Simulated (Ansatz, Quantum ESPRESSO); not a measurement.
## TaN (001), WC type: biaxial strain and the free axis

A thin film takes the in-plane lattice of its substrate and is free along the normal. How do the free axis and the stress follow the misfit? The strained cell has c along the film normal; unstrained it is a = 2.9236 Å, b = 2.9236 Å, c = 2.8709 Å, α = 90.00°, β = 90.00°, γ = 120.00°, with 2 atoms.

Calculated with Quantum ESPRESSO 7.5, PBEsol, GBRV 1.5 ultrasoft potentials, cutoff 680 eV, Fermi–Dirac smearing 0.05 eV, k-mesh 17×17×15, no spin polarisation, no spin-orbit coupling.

Relaxed positions at 0 %:

```csv
atom,x,y,z
Ta,0.0000,0.0000,0.0000
N,0.6667,0.3333,0.5000
```

```
ε∥ (%)   a (Å)   c (Å)  ε⊥ (%)  σ (GPa, tension positive)
    −3  2.8358  2.9064   1.235                     −28.06
    −2  2.8651  2.8938   0.798                     −17.99
    −1  2.8943  2.8821   0.389                      −8.63
     0  2.9236  2.8709   0.000                       0.03
     2  2.9820  2.8505  −0.712                      15.34
     3  3.0113  2.8413  −1.031                      22.09
```

**Question.** Fit both responses and give the free strain and the stress at +1 %, a row left out above.

Least squares with y = y0 + y1 ε + y2 ε² (ε in %) gives ε⊥ = −0.001 + (−0.3776) ε + (0.0114) ε² and σ = 0.03 + (8.350) ε + (−0.336) ε² GPa. The linear terms put the ratio of free to applied strain at −0.378 and the biaxial modulus at 835 GPa.

At +1 % the free strain comes out as −0.367 %. The run itself gives −0.367 %, so the estimate misses by 0.000 %, a rounding's worth.

The stress comes out as 8.05 GPa. The run itself gives 7.99 GPa, so the estimate misses by 0.06 GPa; the fitted rows themselves lie up to 0.05 GPa off the law.

With c as the unique axis, zero normal stress gives ε⊥/ε∥ = −2C13/C33 for relaxed atoms, so 2C13/C33 is about 0.38.

The negative ε² term means that the crystal stiffens in compression and softens in tension.

The same fit over all rows at other levels or in other programs gives the strain ratio = −0.374 with PBEsol (Ansatz) and −0.391 with LDA (Quantum ESPRESSO, GBRV).

[Logs are printed without paths, hosts, clocks, repeated set-up lines and the standing remarks that a program may print on its own settings, such as how far it seeks lower states.]
